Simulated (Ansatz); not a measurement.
## SnTe (Fm-3m): modes against biaxial strain in the (001) plane

Wanted: the shifts of the zone-centre modes of SnTe (Fm-3m) with strain.

Main program and level: Ansatz 0.2.0; DFT PBEsol, scalar-relativistic, plane waves, PAW; PAW set soft_1.

The database entry behind the starting cell differs from later determinations by our own check (about 0.3 % short), so it need not match the best structure at ambient conditions.

### 1. The starting structure

The structure is cubic, space group Fm-3m (No. 225). The conventional cell has a = 6.302 Å, b = 6.302 Å, c = 6.302 Å, α = 90.00°, β = 90.00°, γ = 90.00°. Nearest to Sn lie 6 Te at 3.15 Å. Nearest to Te lie 6 Sn at 3.15 Å. Farther neighbours and most contacts between anions are not listed.

### 2. Relaxation

Harmonic phonons are second derivatives at a point where the forces vanish, and they are wanted at zero stress, so atoms and cell are relaxed first.

input.yaml reads:

```yaml
crystal:
  lattice:
    - [0.0, 3.15085, 3.15085]
    - [3.15085, 0.0, 3.15085]
    - [3.15085, 3.15085, 0.0]
  atoms:
    - { symbol: Sn, position: [0.0, 0.0, 0.0] }
    - { symbol: Te, position: [0.5, 0.5, 0.5] }
kpoints:
  mp_grid: { grid: [10, 10, 10] }
hamiltonian:
  xc: pbesol
  pseudopotentials: { kind: paw, azcp: { folder: soft_1 }, xc_functional: pbe }
scf:
  occupations: { method: gaussian, width: 0.01 }
output:
  forces: true
  stress: true
  eigenvalues: true
relax:
  adjacent_minimum: "off"
  f_tol: 0.005
  max_steps: 80
  cell: { stress_tol: 0.05 }
```

Launch:

```bash
ansatz run input.yaml --threads 4 --pin off --max-ram 10240MiB --backend cpu --events-out ev --progress --plain --runs-dir out
```

Numbers of over 12 decimals in the logs are rounded to 6 here.

The program printed:

```text
Engine: ansatz 0.2.0, x86_64-unknown-linux-gnu
Pseudopotentials: kind: paw
Pseudopotential: Sn, paw, valence charge 14, recommended cutoff 420 eV (normal), soft_1/Sn.paw.azcp
Pseudopotential: Te, paw, valence charge 16, recommended cutoff 420 eV (normal), soft_1/Te.paw.azcp
Functional definition: PBEsol
  exchange = pbesol_x
  correlation = pbesol_c
Crystal: 2 atoms, lattice volume = 62.562 Å³
Basis set: ecut = 420 eV, 1243 PW (Γ), exchange–correlation on 60×60×60 points (8 copies of the dense FFT grid, shifted against one another)
Bands: 19, of which v1, the nominal top of the filled ones, is band 15 counted from 1 (14 counted from 0)
Symmetry: 48 space group operations
Space group: Fm-3m (ITA 225), of the structure as read, at distance tolerance 4.0e-5 Å
k-points: 47 of 1000
Non-local potential: Sn, projectors of the file, l = 0: 2, l = 1: 2, l = 2: 2, l = 3: 1
Non-local potential: Te, projectors of the file, l = 0: 2, l = 1: 2, l = 2: 2, l = 3: 1
PAW form: soft (Blöchl's): semilocal exchange-correlation on the pseudo side does not see the compensation charge
PAW frozen core: Sn, regenerated for the run's functional, and the local potential with it (the file was generated under x = pbe(κ = 0.804, μ = 0.219515), c = pbe(β = 0.066725))
PAW frozen core: Te, regenerated for the run's functional, and the local potential with it (the file was generated under x = pbe(κ = 0.804, μ = 0.219515), c = pbe(β = 0.066725))
PAW one-centre angular grid: Sn, 590 points (default); XC on 64 Gauss nodes
PAW one-centre angular grid: Te, 590 points (default); XC on 64 Gauss nodes
Initial density: superposition of atomic densities (chi_scale 0.1, normalization cell, long waves kept (reshape's long-wave potential 0.00 eV rms))
Initial wavefunctions: pseudopotential atomic-orbital guess
Functional: x = pbesol(κ = 0.804, μ = 0.123457), c = pbesol(β = 0.046)
SCF iter   1: F=—  HF=-12852.013088 eV  |F-HF|=—  |Δ(HF+E_count)|=         —  Δρ=1.07e-2  dr2=7.16e-2  ethr=3.10e-3  ⟨swp⟩=7.5  Hψ=5144  notcnv=0
preconditioner: auto → none  [insulator: Δε(μ)=0.154 eV  Ē_g=8.670 eV  σ=0.010 eV  W_gap=1.00  n_scr=14 (ndim 8)  ℏωp=14.8 eV  f_vac=0.000  D(μ)=0.00/eV (n_scr^D=0)  ε∞_Penn≈3.9]
SCF iter   2: F=—  HF=-12852.007306 eV  |F-HF|=—  |Δ(HF+E_count)|=   5.78e-3  Δρ=5.36e-3  dr2=1.89e-2  ethr=2.39e-4  ⟨swp⟩=2.0  Hψ=1455  notcnv=0
SCF iter   3: F=—  HF=-12852.007177 eV  |F-HF|=—  |Δ(HF+E_count)|=   1.29e-4  Δρ=4.22e-4  dr2=4.70e-5  ethr=6.29e-5  ⟨swp⟩=3.3  Hψ=1715  notcnv=0
SCF iter   4: F=—  HF=-12852.007189 eV  |F-HF|=—  |Δ(HF+E_count)|=   1.23e-5  Δρ=1.32e-4  dr2=9.82e-6  ethr=1.57e-7  ⟨swp⟩=2.2  Hψ=1752  notcnv=0
SCF iter   5: F=—  HF=-12852.007182 eV  |F-HF|=—  |Δ(HF+E_count)|=   7.06e-6  Δρ=2.44e-5  dr2=1.09e-7  ethr=3.27e-8  ⟨swp⟩=2.0  Hψ=1598  notcnv=0
SCF iter   6: F=-12852.007182 eV  HF=-12852.007182 eV  |F-HF|=7.07e-9  |Δ(HF+E_count)|=   3.30e-7  Δρ=6.22e-6  dr2=1.57e-8  ethr=3.33e-10  ⟨swp⟩=6.6  Hψ=4373  notcnv=0
SCF 1 converged in 6 iterations: F = -12852.007182 eV  dr2 = 1.57e-8
  greatest PAW one-centre occupation: 0.998 electrons in one spin orbital (limit 2), on the Te atom at site 1 (counted from 0), in its partial waves of l = 2
relax step   1: F+E_penalty+E_count = -12852.00718223 eV  Δ(F+E_penalty+E_count) = +0.000e0 eV  max|allowed force component| = 1.782e-29 eV/Å  Δτ_max = 0.0000 Å  P = -0.300 GPa  Ω = 62.562 Å³  (6 SCF iters, dr2 threshold 1.00e-7 eV, accepted)
Crystal: 2 atoms, lattice volume = 62.017 Å³
Initial density: handed on by an earlier stage of this run
Initial wavefunctions: those handed on with the density
iter 1 solved again at ethr=4.41e-7 eV; its pass at ethr=3.10e-3 eV (dr2=1.32e-4 eV) is discarded
SCF iter   1: F=—  HF=-12852.007592 eV  |F-HF|=—  |Δ(HF+E_count)|=         —  Δρ=2.32e-4  dr2=7.06e-5  ethr=4.41e-7  ⟨swp⟩=3.0  Hψ=6246  notcnv=0
preconditioner: auto → none  [insulator: Δε(μ)=0.168 eV  Ē_g=8.686 eV  σ=0.010 eV  W_gap=1.00  n_scr=14 (ndim 8)  ℏωp=14.9 eV  f_vac=0.004  D(μ)=0.00/eV (n_scr^D=0)  ε∞_Penn≈3.9]
SCF iter   2: F=—  HF=-12852.007578 eV  |F-HF|=—  |Δ(HF+E_count)|=   1.43e-5  Δρ=1.11e-4  dr2=1.45e-5  ethr=2.35e-7  ⟨swp⟩=1.3  Hψ=905  notcnv=0
iter 3 did not close the SCF: its close was put off for the readings that it lacked (scf_convergence_deferred on its scf_iter line)
SCF iter   3: F=-12852.007575 eV  HF=-12852.007575 eV  |F-HF|=3.36e-8  |Δ(HF+E_count)|=   2.48e-6  Δρ=9.39e-6  dr2=2.46e-8  ethr=4.84e-8  ⟨swp⟩=2.0  Hψ=1079  notcnv=0
iter 4 did not close the SCF: its close was put off for the readings that it lacked (scf_convergence_deferred on its scf_iter line)
SCF iter   4: F=-12852.007575 eV  HF=-12852.007575 eV  |F-HF|=2.39e-9  |Δ(HF+E_count)|=   3.11e-8  Δρ=2.64e-6  dr2=2.14e-9  ethr=8.21e-11  ⟨swp⟩=2.6  Hψ=1611  notcnv=0
iter 5 did not close the SCF: its close was put off for the readings that it lacked (scf_convergence_deferred on its scf_iter line)
SCF iter   5: F=-12852.007575 eV  HF=-12852.007575 eV  |F-HF|=2.87e-10  |Δ(HF+E_count)|=   3.12e-9  Δρ=5.01e-7  dr2=2.69e-10  ethr=7.12e-12  ⟨swp⟩=2.0  Hψ=1363  notcnv=0
SCF iter   6: F=-12852.007575 eV  HF=-12852.007575 eV  |F-HF|=5.46e-12  |Δ(HF+E_count)|=  1.22e-10  Δρ=8.01e-8  dr2=6.44e-12  ethr=1.00e-12  ⟨swp⟩=1.4  Hψ=2470  notcnv=0
SCF 2 converged in 6 iterations: F = -12852.007575 eV  dr2 = 6.44e-12
relax step   2: F+E_penalty+E_count = -12852.00757536 eV  Δ(F+E_penalty+E_count) = -3.931e-4 eV  max|allowed force component| = 6.541e-30 eV/Å  Δτ_max = 0.0000 Å  P = +0.111 GPa  Ω = 62.017 Å³  energy of the carried Pulay correction = +6.522e-5 eV  (6 SCF iters, dr2 threshold 2.00e-7 eV, accepted)
Crystal: 2 atoms, lattice volume = 62.163 Å³
iter 1 solved again at ethr=3.05e-8 eV; its pass at ethr=3.10e-3 eV (dr2=9.15e-6 eV) is discarded
SCF iter   1: F=—  HF=-12852.007609 eV  |F-HF|=—  |Δ(HF+E_count)|=         —  Δρ=6.31e-5  dr2=5.24e-6  ethr=3.05e-8  ⟨swp⟩=3.0  Hψ=6078  notcnv=0
preconditioner: auto → none  [insulator: Δε(μ)=0.160 eV  Ē_g=8.676 eV  σ=0.010 eV  W_gap=1.00  n_scr=14 (ndim 8)  ℏωp=14.9 eV  f_vac=0.005  D(μ)=0.00/eV (n_scr^D=0)  ε∞_Penn≈3.9]
SCF iter   2: F=—  HF=-12852.007608 eV  |F-HF|=—  |Δ(HF+E_count)|=   9.72e-7  Δρ=3.02e-5  dr2=1.07e-6  ethr=1.75e-8  ⟨swp⟩=1.3  Hψ=906  notcnv=0
iter 3 did not close the SCF: its close was put off for the readings that it lacked (scf_convergence_deferred on its scf_iter line)
SCF iter   3: F=-12852.007608 eV  HF=-12852.007608 eV  |F-HF|=2.64e-9  |Δ(HF+E_count)|=   1.79e-7  Δρ=2.59e-6  dr2=1.82e-9  ethr=3.57e-9  ⟨swp⟩=2.0  Hψ=1089  notcnv=0
iter 4 did not close the SCF: its close was put off for the readings that it lacked (scf_convergence_deferred on its scf_iter line)
SCF iter   4: F=-12852.007608 eV  HF=-12852.007608 eV  |F-HF|=1.86e-10  |Δ(HF+E_count)|=   2.56e-9  Δρ=7.05e-7  dr2=1.47e-10  ethr=6.07e-12  ⟨swp⟩=2.9  Hψ=1714  notcnv=0
iter 5 did not close the SCF: its close was put off for the readings that it lacked (scf_convergence_deferred on its scf_iter line)
SCF iter   5: F=-12852.007608 eV  HF=-12852.007608 eV  |F-HF|=2.00e-11  |Δ(HF+E_count)|=  2.33e-10  Δρ=1.20e-7  dr2=1.74e-11  ethr=1.00e-12  ⟨swp⟩=2.0  Hψ=1359  notcnv=0
SCF iter   6: F=-12852.007608 eV  HF=-12852.007608 eV  |F-HF|=3.64e-12  |Δ(HF+E_count)|=  7.28e-12  Δρ=2.11e-8  dr2=2.34e-13  ethr=1.00e-12  ⟨swp⟩=1.7  Hψ=2121  notcnv=0
SCF 3 converged in 6 iterations: F = -12852.007608 eV  dr2 = 2.34e-13
relax step   3: F+E_penalty+E_count = -12852.00760785 eV  Δ(F+E_penalty+E_count) = -3.249e-5 eV  max|allowed force component| = 3.451e-30 eV/Å  Δτ_max = 0.0000 Å  P = -0.001 GPa  Ω = 62.163 Å³  energy of the carried Pulay correction = +4.762e-5 eV  (6 SCF iters, dr2 threshold 3.08e-8 eV, accepted)
Initial wavefunctions: pseudopotential atomic-orbital guess (no wavefunctions were taken with the density)
iter 1 solved again at ethr=1.50e-7 eV; its pass at ethr=3.10e-3 eV (dr2=4.50e-5 eV) is discarded
SCF iter   1: F=—  HF=-12852.007556 eV  |F-HF|=—  |Δ(HF+E_count)|=         —  Δρ=5.23e-6  dr2=3.12e-9  ethr=1.50e-7  ⟨swp⟩=3.0  Hψ=7813  notcnv=0
eigensolver tolerance schedule: the retry pair's looser diagonalisation over-reported the residual by 14411.40 of it (diagonalisation noise at 2.30 of the residual, at the tolerance the schedule requests for it); recorded, not acted on — ethr = c·dr2/N_el stays at c = 1.0e-1
SCF iter   2: F=—  HF=-12852.007557 eV  |F-HF|=—  |Δ(HF+E_count)|=   8.28e-7  Δρ=2.50e-6  dr2=7.01e-10  ethr=1.04e-11  ⟨swp⟩=3.2  Hψ=2077  notcnv=0
SCF iter   3: F=—  HF=-12852.007557 eV  |F-HF|=—  |Δ(HF+E_count)|=  7.49e-10  Δρ=3.67e-7  dr2=5.18e-11  ethr=2.34e-12  ⟨swp⟩=2.0  Hψ=1598  notcnv=0
iter 4 did not close the SCF: its close was put off for the readings that it lacked (scf_convergence_deferred on its scf_iter line)
SCF iter   4: F=-12852.007557 eV  HF=-12852.007557 eV  |F-HF|=0.00e0  |Δ(HF+E_count)|=  1.27e-11  Δρ=1.31e-7  dr2=3.91e-12  ethr=1.00e-12  ⟨swp⟩=2.0  Hψ=1265  notcnv=0
iter 5 did not close the SCF: its close was put off for the readings that it lacked (scf_convergence_deferred on its scf_iter line)
SCF iter   5: F=-12852.007557 eV  HF=-12852.007557 eV  |F-HF|=7.28e-12  |Δ(HF+E_count)|=  5.46e-12  Δρ=4.33e-8  dr2=8.84e-13  ethr=1.00e-12  ⟨swp⟩=1.0  Hψ=893  notcnv=0
iter 6 did not close the SCF: its close was put off for the readings that it lacked (scf_convergence_deferred on its scf_iter line)
SCF iter   6: F=-12852.007557 eV  HF=-12852.007557 eV  |F-HF|=7.28e-12  |Δ(HF+E_count)|=  1.82e-12  Δρ=7.82e-9  dr2=2.42e-14  ethr=1.00e-12  ⟨swp⟩=1.0  Hψ=893  notcnv=0
iter 7 did not close the SCF: its close was put off for the readings that it lacked (scf_convergence_deferred on its scf_iter line)
SCF iter   7: F=-12852.007557 eV  HF=-12852.007557 eV  |F-HF|=1.82e-12  |Δ(HF+E_count)|=  5.46e-12  Δρ=1.17e-9  dr2=3.68e-16  ethr=1.00e-12  ⟨swp⟩=1.0  Hψ=893  notcnv=0
SCF iter   8: F=-12852.007557 eV  HF=-12852.007557 eV  |F-HF|=0.00e0  |Δ(HF+E_count)|=  1.82e-12  Δρ=2.41e-10  dr2=6.37e-17  ethr=1.00e-12  ⟨swp⟩=3.1  Hψ=2700  notcnv=0
SCF 4 converged in 8 iterations: F = -12852.007557 eV  dr2 = 6.37e-17
relax step   4: F+E_penalty+E_count = -12852.00755732 eV  Δ(F+E_penalty+E_count) = +5.052e-5 eV  max|allowed force component| = 9.795e-30 eV/Å  Δτ_max = 0.0000 Å  P = -0.001 GPa  Ω = 62.163 Å³  stress off target by 1.30e-3 GPa  SCF on the basis re-selected at this cell (its energy is not comparable with the rows above)  (8 SCF iters)
basis re-selected at this cell: Δ(F+E_penalty+E_count) = +5.052e-5 eV, ΔP = -0.000 GPa vs the last step (what re-selecting the basis moved, of the pressure what is left beyond the Pulay correction that the steps carried, after the strain that the cell walked since its last selection, with what the two solves' SCF thresholds leave and, on support functions, any second-order correction that the steps lacked; it is no m [...]
SCF converged after 8 iterations
Free energy (F): -12852.007557 eV
Harris-Foulkes:  -12852.007557 eV  (|F-HF|=0.00e0)
Internal energy: -12852.007557 eV  (E = F + TS)
E sigma→0 (E₀):  -12852.007557 eV
Fermi energy:    9.672372 eV
--- Per-component energies (eV) ---
  E_band       = -353.589893
  E_kinetic    = 339.401816
  E_local      = -2674.129835  (includes V_loc(G=0)·N_el)
  E_nonlocal   = 215.543725
  E_hartree    = 1333.079095
  E_xc         = -246.436853
  E_vxc        = -182.423334  (∫ρ·V_xc dr)
  E_paw        = -8888.383291  (= ΣΔE_a)
  E_vpaw       = -718.140834  (= ΣTr[D̂ρ^β])
  E_aug_tail   = 0.000378  (compensation charges beyond the density's cutoff)
  E_ewald      = -2931.742244
  E_core_change = 0.659651  (= ΣΔE_core)
  E_smearing   = -0.000000  (= −TS)
  E_closure    = -0.000000  (closes the sum)
  Σ components = -12852.007557   (vs F -12852.007557, Δ=0.00e0)
--- Forces (eV/Å), atoms counted from 1 ---
  atom   1  Sn    -0.00000000     0.00000000    -0.00000000
  atom   2  Te     0.00000000     0.00000000     0.00000000
  max |Σ_I F_I| component: 1.83e-29 eV/Å
--- Stress (GPa, compression-positive) ---
       -0.001298      -0.000000      -0.000000
       -0.000000      -0.001298       0.000000
       -0.000000      -0.000000      -0.001298
  P = ⅓ Tr σ = -0.0013 GPa (-0.013 kbar)
--- Band table (eV; the first three rows and the last of 47) ---
  k-point 0: bands = [... 11 lower, 4.9523, 7.4974, 7.4974, 7.4974, 12.9945, 12.9945, 12.9945, 14.3748]
  k-point 1: bands = [... 11 lower, 4.4604, 7.5114, 7.5114, 7.8496, 12.5207, 12.5207, 12.5347, 14.2913]
  k-point 2: bands = [... 11 lower, 3.4700, 7.5608, 7.5608, 8.4341, 11.6387, 11.6387, 11.6794, 14.4363]
  k-point 46: bands = [... 11 lower, 2.3049, 4.5057, 5.0520, 8.3100, 11.0670, 13.4955, 14.8875, 15.2777]
--- Relaxed structure (3 steps of the walk, 3 accepted, 1 SCFs on fresh bases) ---
  F+E_penalty+E_count = -12852.00755732 eV   max|allowed force component| = 9.795e-30 eV/Å   (the final SCF, on the basis selected at the relaxed cell)
  cell:  # Å, volume = 62.1630 Å³
    - [0, 3.144131, 3.144131]
    - [3.144131, 0, 3.144131]
    - [3.144131, 3.144131, 0]
  atoms:
    - { symbol: Sn, position: [0, 0, 0] }
    - { symbol: Te, position: [0.5, 0.5, 0.5] }
```

Elapsed: 2.7 s, on 4 threads of Intel Xeon Platinum 8488C (Sapphire Rapids), shared host; peak memory 0.46 GiB.

The steps of the relaxation:

| step | energy less that of the first step (eV) | largest force component (eV/Å) | pressure (GPa) | volume (Å³) |
| --- | --- | --- | --- | --- |
| 1 | 0.0000 | 0.0000 | -0.30 | 62.56 |
| 2 | -0.0004 | 0.0000 | 0.11 | 62.02 |
| 3 | -0.0004 | 0.0000 | 0.00 | 62.16 |
| 4* | -0.0004 | 0.0000 | 0.00 | 62.16 |

Relaxation steps marked * repeat the geometry before them on a plane-wave basis chosen anew for their cell, so energy and pressure can jump there.

Forces are held to the 48 operations that the run works with; a distortion that breaks them can't arise in this run.

| conventional cell, symmetrised | before | after | change |
| --- | --- | --- | --- |
| a (Å) | 6.302 | 6.288 | -0.2 % |
| b (Å) | 6.302 | 6.288 | -0.2 % |
| c (Å) | 6.302 | 6.288 | -0.2 % |
| volume (Å³/atom) | 31.28 | 31.08 | -0.6 % |

The relaxed structure:

```
Sn Te
1.0
     0.00000    3.14413    3.14413
     3.14413    0.00000    3.14413
     3.14413    3.14413    0.00000
Sn Te
1 1
Direct
  0.00000 0.00000 0.00000
  0.50000 0.50000 0.50000
```

This step gave:

```
pressure          : -0.001298 GPa
gap on the k-mesh : 0.1604 eV
volume per atom   : 31.08 Å³
```

In this step the volume went from 31.28 to 31.08 Å³/atom.

### 3. Tight relaxation

Phonons need small forces and stress, so the relaxation is finished with tight tolerances on 12×12×12 k points.

input.yaml, the sections that differ from step 2:

```yaml
crystal:
  lattice:
    - [0.0, 3.14413105, 3.14413105]
    - [3.14413105, 0.0, 3.14413105]
    - [3.14413105, 3.14413105, 0.0]
  atoms:
    - { symbol: Sn, position: [0.0, 0.0, 0.0] }
    - { symbol: Te, position: [0.5, 0.5, 0.5] }
kpoints:
  mp_grid: { grid: [12, 12, 12] }
relax:
  adjacent_minimum: "off"
  f_tol: 0.001
  max_steps: 60
  cell: { stress_tol: 0.01 }
# hamiltonian, scf, output: as in step 2
```

The program printed:

```text
[...]
Crystal: 2 atoms, lattice volume = 62.163 Å³
Basis set: ecut = 420 eV, 1243 PW (Γ), exchange–correlation on 60×60×60 points (8 copies of the dense FFT grid, shifted against one another)
Bands: 19, of which v1, the nominal top of the filled ones, is band 15 counted from 1 (14 counted from 0)
Symmetry: 48 space group operations
[...]
k-points: 72 of 1728
[...]
k-point 71: bands = [... 11 lower, 2.2395, 4.7645, 4.7645, 8.8331, 10.4732, 14.2282, 14.2282, 15.7201]
--- Relaxed structure (1 steps of the walk, 1 accepted, 1 SCFs on fresh bases) ---
[...]
cell:  # Å, volume = 62.1630 Å³
    - [0.0, 3.14413105, 3.14413105]
    - [3.14413105, 0.0, 3.14413105]
    - [3.14413105, 3.14413105, 0.0]
  atoms:
    - { symbol: Sn, position: [0.0, 0.0, 0.0] }
    - { symbol: Te, position: [0.5, 0.5, 0.5] }
[key lines of the parts left out:]
SCF converged after 9 iterations
Free energy (F): -12852.007747 eV
Fermi energy:    9.673011 eV
P = ⅓ Tr σ = 0.0063 GPa (0.063 kbar)
```

It took 2.2 s on 4 threads; peak memory 0.47 GiB; 7.7 s of CPU time.

Little changed from the start: no atom moved by 0.005 Å and no cell edge by 0.1 %.

This step gave:

```
pressure          : 0.006331 GPa
gap on the k-mesh : 0.1605 eV
```

The forces vanish by symmetry and the pressure is 0.006 GPa, within the tolerances set. The cell now holds 31.08 Å³/atom.

[end of part 1 of 2]

[Logs are printed without paths, hosts, clocks, repeated set-up lines and the standing remarks that a program may print on its own settings, such as how far it seeks lower states.]

[Hosts, paths, dates, database ids (printed as entryN), source tags and the programs' standing remarks are cut or masked in the printed files.]
